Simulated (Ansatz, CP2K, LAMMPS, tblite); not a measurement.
# Running aqueous Zn2+ and Br-, 2.1 mol of salt per kg of water at 300 K (81 atoms) with CP2K, part 2 of 2

Wanted: CP2K inputs and outputs for aqueous Zn2+ and Br-, 2.1 mol of salt per kg of water at 300 K (81 atoms), checked against a plane-wave reference.

Program: CP2K 2026.2; the method stands at each step. Banners, paths, timers and routine set-up lines are dropped from the logs unmarked, and long logs keep their key lines alone; longer cuts are marked.

So far. Step 2 (PBE, DZVP-UZH, 800/50 Ry, OT CG): Forces lie 20 % from the reference's, at 28 times its CPU time; the SCF took 66 steps, which the time reflects. Step 3 (GFN1-xTB, OT DIIS): Against the first run (20 %), the force difference from the reference is 60 %, at 0.0046 times the CPU time (on 1 against 4 cores) (17 SCF steps against 66); the model has changed, so this is no error of the program alone.

### Step 4. PBE, DZVP-UZH, 400/50 Ry, OT CG

Method: Kohn-Sham DFT, PBE, GTH-PBE pseudopotentials, Gaussian and plane waves, DZVP-MOLOPT (UZH set), orbital transformation.

input.inp

```
&GLOBAL
  PROJECT cell
  RUN_TYPE ENERGY_FORCE
  PRINT_LEVEL LOW
&END GLOBAL
&FORCE_EVAL
  METHOD QS
  STRESS_TENSOR ANALYTICAL
  &DFT
    BASIS_SET_FILE_NAME BASIS_MOLOPT_UZH
    POTENTIAL_FILE_NAME POTENTIAL_UZH
    &MGRID
      CUTOFF 400
      REL_CUTOFF 50
    &END MGRID
    &QS
      EPS_DEFAULT 1.0E-12
    &END QS
    &SCF
      SCF_GUESS ATOMIC
      EPS_SCF 1.0E-06
      MAX_SCF 30
      &OT
        MINIMIZER CG
        PRECONDITIONER FULL_ALL
        ENERGY_GAP 0.001
      &END OT
      &OUTER_SCF
        EPS_SCF 1.0E-06
        MAX_SCF 8
      &END OUTER_SCF
      &PRINT
        &RESTART OFF
        &END RESTART
      &END PRINT
    &END SCF
    &XC
      &XC_FUNCTIONAL PBE
      &END XC_FUNCTIONAL
    &END XC
    &PRINT
      &MULLIKEN ON
      &END MULLIKEN
      &HIRSHFELD ON
        SHAPE_FUNCTION DENSITY
      &END HIRSHFELD
      &MO_CUBES
        NHOMO 1
        NLUMO 4
        WRITE_CUBE F
      &END MO_CUBES
    &END PRINT
  &END DFT
  &SUBSYS
    &CELL
      A 9.40369 0.00000 0.00000
      B 0.00000 9.40369 0.00000
      C 0.00000 0.00000 9.40369
    &END CELL
    &COORD
[... 81 atom lines left out: the same atoms as in the first run ...]
    &END COORD
    &KIND O
      BASIS_SET DZVP-MOLOPT-PBE-GTH-q6
      POTENTIAL GTH-PBE-q6
    &END KIND
    &KIND H
      BASIS_SET DZVP-MOLOPT-PBE-GTH-q1
      POTENTIAL GTH-PBE-q1
    &END KIND
    &KIND Zn
      BASIS_SET DZVP-MOLOPT-PBE-GTH-q12
      POTENTIAL GTH-PBE-q12
    &END KIND
    &KIND Br
      BASIS_SET DZVP-MOLOPT-PBE-GTH-q7
      POTENTIAL GTH-PBE-q7
    &END KIND
  &END SUBSYS
  &PRINT
    &FORCES ON
    &END FORCES
    &STRESS_TENSOR ON
    &END STRESS_TENSOR
  &END PRINT
&END FORCE_EVAL
```

Run with:

```sh
$ OMP_NUM_THREADS=1 mpirun -np 4 cp2k.psmp -i input.inp > output.txt
```

Numbers of over 12 decimals in the logs are rounded to 6 here.

Output:

```text
CP2K| version string:                                       CP2K version 2026.2
 CP2K| Input file name                                                 input.inp
 GLOBAL| Basis set file name                                    BASIS_MOLOPT_UZH
 GLOBAL| Potential file name                                       POTENTIAL_UZH
 GLOBAL| Run type                                                   ENERGY_FORCE
 GLOBAL| Total number of message passing processes                             4
 GLOBAL| Number of threads for this process                                    1
 TOTAL NUMBERS AND MAXIMUM NUMBERS
  Total number of            - Atomic kinds:                                   4
                             - Atoms:                                         81
[... lines left out ...]
 Number of electrons:                                                        234
[... lines left out ...]
  Step     Update method      Time    Convergence         Total energy    Change
[... lines left out ...]
  Total energy:                                              -535.452242
[... lines left out ...]
  Step     Update method      Time    Convergence         Total energy    Change
[... lines left out ...]
  *** SCF run converged in     4 steps ***
[... lines left out ...]
  Total energy:                                              -535.452297
[... lines left out ...]
  outer SCF loop converged in   2 iterations or   66 steps
[... lines left out ...]
  Total Charge                                                           -0.000
 !-----------------------------------------------------------------------------!
  Eigenvalues of the occupied subspace spin            1
      -0.80296346     -0.79769958     -0.79638048     -0.79509098
      -0.79320438     -0.78896021     -0.78688421     -0.78277118
      -0.78081618     -0.77946257     -0.77756528     -0.77459623
[...]
-0.08505586     -0.07877785     -0.07745625     -0.07654967
      -0.06841828
 Fermi Energy [eV] :   -1.861756
  Using OT eigensolver for additional unoccupied orbitals spin            1
  Lowest Eigenvalues of the unoccupied subspace spin            1
 OT| Eigensolver reached convergence in 243 iterations
       0.07799333      0.13811746      0.15128696      0.15801043
 HOMO - LUMO gap [eV] :    3.984063
 ENERGY| Total FORCE_EVAL ( QS ) energy [hartree]           -535.452297
 FORCES| Atomic forces [hartree/bohr]
 FORCES|   Atom     x               y               z               |f|
 FORCES|      1 -8.95860121E-03  1.59144674E-02  1.34980890E-02   2.27095842E-02
 FORCES|      2 -5.08920520E-03  2.53162403E-03 -4.17751863E-03   7.05413295E-03
 FORCES|      3  1.51605096E-02 -1.16647788E-02 -7.40806303E-03   2.05131059E-02
[...]
FORCES|     80 -4.80217412E-03 -5.75227379E-03  1.02613813E-05   7.49330603E-03
 FORCES|     81  6.03049296E-03  8.20017598E-03  8.78719933E-03   1.34471039E-02
 FORCES| Sum    -1.03070337E-02 -2.45339033E-03 -8.85522925E-03
 FORCES| Total atomic force                                       1.38083001E-02
 STRESS| Analytical stress tensor [bar]
 STRESS|                        x                   y                   z
 STRESS|      x        4.49616655586E+03  -7.00470881120E+03  -5.30904542620E+03
 STRESS|      y       -7.00470881120E+03   5.89195624493E+03   3.09650343059E+03
 STRESS|      z       -5.30904542620E+03   3.09650343059E+03   3.53031930620E+03
 STRESS| 1/3 Trace                                             4.63948070233E+03
```

The job ended after 1.8 min (4 MPI ranks of Arm Neoverse V1, shared host; peak memory 1.6 GiB; 7.3 min of CPU time).

Against the reference:

* r.m.s. force component: 0.5426 eV/Å
* r.m.s. difference of force components: 131.7 meV/Å
* longest difference of force vectors: 441.3 meV/Å
* force difference over r.m.s. force: 22.05 %
* slope of forces against the reference's: 0.8887
* correlation of force components: 0.9779
* gap (highest filled to lowest empty level): 3.984 eV
* gap difference: 0.1436 eV
* pressure: 0.4639 GPa
* pressure difference: 0.8975 GPa
* energy less the same-level run's: -0.4132 meV/atom
* r.m.s. force difference from the same-level run: 62.05 meV/Å

This is a coarse setting, run to see what it loses.

Against the first run (20 %), the force difference from the reference is 22 %, at 0.70 times the CPU time: the grid matters here.

The forces add up to 0.71 eV/Å instead of zero, usually a sign of too coarse a grid.

### Step 5. PBE, DZVP-MOLOPT-SR, 800/50 Ry, OT CG

Method: Kohn-Sham DFT, PBE, GTH-PBE pseudopotentials, Gaussian and plane waves, DZVP-MOLOPT-SR-GTH, orbital transformation.

Edit input.inp of step 4 so:

```diff
@@ -9,7 +9,8 @@
   &DFT
-    BASIS_SET_FILE_NAME BASIS_MOLOPT_UZH
-    POTENTIAL_FILE_NAME POTENTIAL_UZH
+    BASIS_SET_FILE_NAME BASIS_MOLOPT
+    POTENTIAL_FILE_NAME GTH_POTENTIALS
     &MGRID
-      CUTOFF 400
+      CUTOFF 800
       REL_CUTOFF 50
+      NGRIDS 5
     &END MGRID
@@ -59,7 +60,8 @@
     &END CELL
-    &COORD
-[... 81 atom lines left out: the same atoms as in the first run ...]
-    &END COORD
+    &TOPOLOGY
+      COORD_FILE_NAME structure.xyz
+      COORD_FILE_FORMAT XYZ
+    &END TOPOLOGY
     &KIND O
-      BASIS_SET DZVP-MOLOPT-PBE-GTH-q6
+      BASIS_SET DZVP-MOLOPT-SR-GTH-q6
       POTENTIAL GTH-PBE-q6
@@ -67,3 +69,3 @@
     &KIND H
-      BASIS_SET DZVP-MOLOPT-PBE-GTH-q1
+      BASIS_SET DZVP-MOLOPT-SR-GTH-q1
       POTENTIAL GTH-PBE-q1
@@ -71,3 +73,3 @@
     &KIND Zn
-      BASIS_SET DZVP-MOLOPT-PBE-GTH-q12
+      BASIS_SET DZVP-MOLOPT-SR-GTH-q12
       POTENTIAL GTH-PBE-q12
@@ -75,3 +77,3 @@
     &KIND Br
-      BASIS_SET DZVP-MOLOPT-PBE-GTH-q7
+      BASIS_SET DZVP-MOLOPT-SR-GTH-q7
       POTENTIAL GTH-PBE-q7
```

structure.xyz

```xyz
81

O 1.97440 9.40247 6.07742
H 2.15457 8.42289 5.98855
H 1.00102 0.17350 5.92874
O 0.72484 4.64975 3.16763
H 0.28963 5.44342 2.74277
H 0.50921 4.63414 4.14402
O 2.12862 2.70883 7.06650
H 2.20441 1.77683 6.71188
H 1.56496 3.25603 6.44764
O 0.43737 4.42792 5.84524
H 0.38207 5.11843 6.56650
H 8.95965 3.96337 5.76014
O 8.83195 7.22486 2.19435
H 8.50282 7.49107 1.28840
H 8.06432 7.20370 2.83493
O 4.98988 2.79713 5.63131
H 4.43168 2.16087 5.09877
H 4.46299 3.12823 6.41397
O 4.55816 3.07614 8.30816
H 3.60914 2.90273 8.04486
[... 57 atom lines left out ...]
H 8.48711 0.99820 5.77970
Zn 4.48970 5.71208 2.48398
Br 5.26381 6.14973 7.49869
Br 6.39094 0.68468 1.68053
```

Output:

```text
CP2K| version string:                                       CP2K version 2026.2
 CP2K| Input file name                                                 input.inp
 GLOBAL| Basis set file name                                        BASIS_MOLOPT
 GLOBAL| Potential file name                                      GTH_POTENTIALS
 GLOBAL| Run type                                                   ENERGY_FORCE
 GLOBAL| Total number of message passing processes                             4
 GLOBAL| Number of threads for this process                                    1
[... lines left out ...]
 Number of electrons:                                                        234
[... lines left out ...]
  Step     Update method      Time    Convergence         Total energy    Change
[... lines left out ...]
  Total energy:                                              -535.498176
[... lines left out ...]
  Step     Update method      Time    Convergence         Total energy    Change
[... lines left out ...]
  *** SCF run converged in     3 steps ***
[... lines left out ...]
  Total energy:                                              -535.498177
[... lines left out ...]
  outer SCF loop converged in   2 iterations or   64 steps
[... lines left out ...]
 Fermi Energy [eV] :   -1.825816
  Using OT eigensolver for additional unoccupied orbitals spin            1
  Lowest Eigenvalues of the unoccupied subspace spin            1
 OT| Eigensolver reached convergence in 275 iterations
       0.13465447      0.17838885      0.19374322      0.20636459
 HOMO - LUMO gap [eV] :    5.489951
 ENERGY| Total FORCE_EVAL ( QS ) energy [hartree]           -535.498177
 FORCES| Atomic forces [hartree/bohr]
 FORCES|   Atom     x               y               z               |f|
 FORCES|      1 -9.39517414E-03  1.36182938E-02  1.12072914E-02   1.99832581E-02
 FORCES|      2 -5.75705965E-03  5.59998107E-03 -3.45822230E-03   8.74430245E-03
 FORCES|      3  1.82768831E-02 -1.20875179E-02 -6.88059456E-03   2.29672621E-02
[...]
FORCES|     80 -5.11206914E-03 -5.71952818E-03  1.43184564E-04   7.67246735E-03
 FORCES|     81  5.66673401E-03  8.28884550E-03  8.71305705E-03   1.32941415E-02
 FORCES| Sum     1.24200946E-03  3.03834190E-04 -2.59719660E-03
 FORCES| Total atomic force                                       2.89488046E-03
 STRESS| Analytical stress tensor [bar]
 STRESS|                        x                   y                   z
 STRESS|      x       -2.89496908456E+03  -8.05573748198E+03  -5.68162660926E+03
 STRESS|      y       -8.05573748198E+03  -1.10769190473E+03   2.89428749177E+03
 STRESS|      z       -5.68162660926E+03   2.89428749177E+03  -3.49987168396E+03
 STRESS| 1/3 Trace                                            -2.50084422441E+03
```

Run time: 2.5 min. Hardware: 4 MPI ranks; peak memory 2.5 GiB; 9.9 min of CPU time.

Compared with the plane-wave run:

| Quantity | Value |
| --- | --- |
| r.m.s. force component | 0.5977 eV/Å |
| r.m.s. difference of force components | 38.39 meV/Å |
| longest difference of force vectors | 149.2 meV/Å |
| force difference over r.m.s. force | 6.43 % |
| slope of forces against the reference's | 0.9991 |
| correlation of force components | 0.9979 |
| gap (highest filled to lowest empty level) | 5.49 eV |
| gap difference | 1.649 eV |
| pressure | -0.2501 GPa |
| pressure difference | 0.1835 GPa |

Against the first run (20 %), the force difference from the reference is 6.4 %, at 0.94 times the CPU time, with 649 basis functions against 649; this set comes with other potentials too, so the change isn't the basis's alone.

### Step 6. PBE, SZV-MOLOPT-SR, 800/50 Ry, OT CG

Method: Kohn-Sham DFT, PBE, GTH-PBE pseudopotentials, Gaussian and plane waves, SZV-MOLOPT-SR-GTH, orbital transformation.

Edit input.inp of step 5 so:

```diff
@@ -65,3 +65,3 @@
     &KIND O
-      BASIS_SET DZVP-MOLOPT-SR-GTH-q6
+      BASIS_SET SZV-MOLOPT-SR-GTH-q6
       POTENTIAL GTH-PBE-q6
@@ -69,3 +69,3 @@
     &KIND H
-      BASIS_SET DZVP-MOLOPT-SR-GTH-q1
+      BASIS_SET SZV-MOLOPT-SR-GTH-q1
       POTENTIAL GTH-PBE-q1
@@ -73,3 +73,3 @@
     &KIND Zn
-      BASIS_SET DZVP-MOLOPT-SR-GTH-q12
+      BASIS_SET SZV-MOLOPT-SR-GTH-q12
       POTENTIAL GTH-PBE-q12
@@ -77,3 +77,3 @@
     &KIND Br
-      BASIS_SET DZVP-MOLOPT-SR-GTH-q7
+      BASIS_SET SZV-MOLOPT-SR-GTH-q7
       POTENTIAL GTH-PBE-q7
```

structure.xyz is that of step 5.

Run with:

```sh
$ OMP_NUM_THREADS=2 cp2k.psmp -i input.inp > output.txt
```

Output:

```text
CP2K| version string:                                       CP2K version 2026.2
 CP2K| Input file name                                                 input.inp
 GLOBAL| Basis set file name                                        BASIS_MOLOPT
 GLOBAL| Potential file name                                      GTH_POTENTIALS
 GLOBAL| Run type                                                   ENERGY_FORCE
 GLOBAL| Total number of message passing processes                             1
 GLOBAL| Number of threads for this process                                    2
 TOTAL NUMBERS AND MAXIMUM NUMBERS
  Total number of            - Atomic kinds:                                   4
                             - Atoms:                                         81
[... lines left out ...]
 Number of electrons:                                                        234
[... lines left out ...]
  Step     Update method      Time    Convergence         Total energy    Change
[... lines left out ...]
  Total energy:                                              -533.613600
[... lines left out ...]
  Step     Update method      Time    Convergence         Total energy    Change
[... lines left out ...]
  *** SCF run converged in     4 steps ***
[... lines left out ...]
  Total energy:                                              -533.613679
[... lines left out ...]
  outer SCF loop converged in   2 iterations or   66 steps
[... lines left out ...]
  Total Charge                                                           -0.000
 !-----------------------------------------------------------------------------!
  Eigenvalues of the occupied subspace spin            1
      -0.79933471     -0.79666872     -0.78969887     -0.78658837
      -0.78300469     -0.78198268     -0.77820284     -0.77428749
      -0.76994199     -0.76735404     -0.76516957     -0.76092858
[...]
-0.01922105     -0.01658287     -0.00452663     -0.00110965
       0.00646517
 Fermi Energy [eV] :    0.175926
  Using OT eigensolver for additional unoccupied orbitals spin            1
  Lowest Eigenvalues of the unoccupied subspace spin            1
 OT| Eigensolver reached convergence in 91 iterations
       0.24528328      0.30667103      0.33882459      0.34103904
 HOMO - LUMO gap [eV] :    6.498571
 ENERGY| Total FORCE_EVAL ( QS ) energy [hartree]           -533.613679
 FORCES| Atomic forces [hartree/bohr]
 FORCES|   Atom     x               y               z               |f|
 FORCES|      1  2.56704473E-02  5.29322784E-02  2.96614424E-02   6.58832234E-02
 FORCES|      2  1.04671153E-02 -4.39011952E-02 -1.10573988E-02   4.64665634E-02
 FORCES|      3 -3.24692921E-02 -1.24660465E-05 -1.60980140E-02   3.62408766E-02
[...]
FORCES|     80 -8.14213691E-03 -3.82952466E-03  1.16235473E-03   9.07252562E-03
 FORCES|     81  1.38218601E-03  4.05592331E-03  6.63449972E-03   7.89794521E-03
 FORCES| Sum     2.48406070E-03  1.62666250E-03 -3.30595820E-03
 FORCES| Total atomic force                                       4.44364131E-03
 STRESS| Analytical stress tensor [bar]
 STRESS|                        x                   y                   z
 STRESS|      x        8.59190307627E+04   5.63318380556E+03  -3.25849272646E+03
 STRESS|      y        5.63318380556E+03   8.11472936131E+04   3.36856776694E+03
 STRESS|      z       -3.25849272646E+03   3.36856776694E+03   8.69396550381E+04
 STRESS| 1/3 Trace                                             8.46686598046E+04
```

The job ended after 2.9 min (2 threads; peak memory 1.5 GiB; 5.4 min of CPU time).

Compared with the plane-wave run:

```
r.m.s. force component                           : 1.408 eV/Å
r.m.s. difference of force components            : 1692 meV/Å
longest difference of force vectors              : 3546 meV/Å
force difference over r.m.s. force               : 283.4 %
slope of forces against the reference's          : -0.7333
correlation of force components                  : -0.3109
gap (highest filled to lowest empty level) : 6.499 eV
gap difference                                   : 2.658 eV
pressure                                         : 8.467 GPa
pressure difference                              : 8.9 GPa
```

This is a coarse setting, run to see what it loses.

Against the first run (20 %), the force difference from the reference is 283 %, at 0.51 times the CPU time (on 2 against 4 cores), with 173 basis functions against 649; this set comes with other potentials too, so the change isn't the basis's alone.

### Step 7. Side by side

Differences are against the plane-wave reference, forces as r.m.s. over components; share is that over the reference's r.m.s. force, slope the least-squares factor from reference forces to these. Total energies of different programs have different zeros and aren't compared.

```tsv
run	Δ force, r.m.s. (meV/Å)	share (%)	slope	Δ pressure (GPa)	Δ gap (eV)	cores	CPU time	memory (GiB)
reference	-	-	-	-	-	4	22 s	0.86
CP2K PBE, DZVP-UZH, 800/50 Ry, OT CG	120	20.1	0.895	0.867	0.144	4	11 min	2.6
CP2K GFN1-xTB, OT DIIS	357	59.9	1.020	-5.06	-	1	2.9 s	0.3
CP2K PBE, DZVP-UZH, 400/50 Ry, OT CG (coarse)	132	22.1	0.889	0.897	0.144	4	7.3 min	1.6
CP2K PBE, DZVP-MOLOPT-SR, 800/50 Ry, OT CG	38.4	6.43	0.999	0.183	1.65	4	9.9 min	2.5
CP2K PBE, SZV-MOLOPT-SR, 800/50 Ry, OT CG (coarse)	1692	283	-0.733	8.90	2.66	2	5.4 min	1.5
```

Rows marked coarse were listed beforehand as settings not expected to be converged; some can still land near the reference.

CPU time is summed over cores on a shared host, where runs went side by side, so it is rough. Symmetry, cutoffs, thresholds, outputs and thread counts weren't matched or tuned between programs; memory under MPI is the largest rank's times the ranks.

Mean charges by element (e), by run and scheme:

```tsv
run	scheme	O	H	Zn	Br
reference	Löwdin	-0.70	+0.39	+1.55	-0.53
CP2K PBE, DZVP-UZH, 800/50 Ry, OT CG	Mulliken	-0.57	+0.29	+0.76	-0.61
CP2K PBE, DZVP-UZH, 800/50 Ry, OT CG	Hirshfeld	-0.24	+0.12	+0.44	-0.20
CP2K GFN1-xTB, OT DIIS	Mulliken	-0.70	+0.35	+0.93	-0.41
CP2K PBE, DZVP-MOLOPT-SR, 800/50 Ry, OT CG	Mulliken	-0.29	+0.15	+0.74	-0.61
CP2K PBE, DZVP-MOLOPT-SR, 800/50 Ry, OT CG	Hirshfeld	-0.24	+0.12	+0.45	-0.21
```

The reference's Löwdin charges lack the electrons that the projection spills, 0.029 e an atom on average.

Within one program, basis, potentials and functional, energies share a zero. Each run against its twin at the usual cutoff or grid and solver:

```tsv
run	twin	Δ energy (meV/atom)	Δ force, r.m.s. (meV/Å)	CPU time over the twin's
CP2K PBE, DZVP-UZH, 400/50 Ry, OT CG	DZVP-UZH, 800/50 Ry, OT CG	-0.413	62.0	0.70
```

### Step 8. Summary of results

* nearest in forces: CP2K PBE, DZVP-MOLOPT-SR, 800/50 Ry, OT CG, 6.4 %
* its CPU time: 9.9 min

**Reading.** The PBE runs in local orbitals, coarse settings apart, differ by 6.4 % (CP2K PBE, DZVP-MOLOPT-SR, 800/50 Ry, OT CG) to 20 % (CP2K PBE, DZVP-UZH, 800/50 Ry, OT CG); basis, grid and potentials can all enter. Tight binding differs by 60 % (CP2K GFN1-xTB, OT DIIS); it is another model, with fitted parameters of its own, and the xTB methods hold dispersion. Runs with settings chosen to be coarse differ by 22 % (CP2K PBE, DZVP-UZH, 400/50 Ry, OT CG) to 283 % (CP2K PBE, SZV-MOLOPT-SR, 800/50 Ry, OT CG), their programs' other errors included. One electronic-structure run takes under half the reference's CPU time: CP2K GFN1-xTB, OT DIIS, at 60 % in 2.9 s against 22 s; its pressure misses by -5.1 GPa. CP2K PBE, DZVP-UZH, 400/50 Ry, OT CG softens the forces by a factor of 0.89 while following their directions (correlation 0.978). In CP2K PBE, DZVP-UZH, 800/50 Ry, OT CG the difference has nearly one length on every H (0.20 eV/Å) and points along its bond, outwards: this method prefers longer bonds, and stiff bonds to hydrogen turn a small shift into a large force. At the same functional, gaps differ from the reference's 3.84 eV by between +0.14 and +2.66 eV. A likely cause of the wide gaps: compact atomic orbitals describe empty levels worse than filled ones. In pressure, CP2K PBE, SZV-MOLOPT-SR, 800/50 Ry, OT CG misses by +8.9 GPa, at the same functional. Charges hang on model, scheme and program or settings: among these rows the mean for Zn runs from +0.44 to +1.55 e. Periodic xTB results under one method name differ between programs and library versions. With short bonds to hydrogen, sets of potentials differ among themselves by several per cent in forces even at converged cutoffs, so the reference isn't exact here either. The network of contacts between molecules at the start is that of the classical potential that made the cell, and needn't be the one that DFT or experiment would give. The reference's PBE has no dispersion term, which matters for the binding between molecules or layers. The density was typed from a rule of thumb and may lie off the real one at this temperature. The electronic-structure runs sample only Γ, in a cell whose shortest periodic width is 9 Å.

[Also dropped from logs without a mark: logging warnings of Python, and SIESTA's first energy breakdown and zero terms.]

[Logs are printed without paths, hosts, clocks, repeated set-up lines and the standing remarks that a program may print on its own settings, such as how far it seeks lower states.]

[Hosts, paths, dates, database ids (printed as entryN), source tags and the programs' standing remarks are cut or masked in the printed files.]
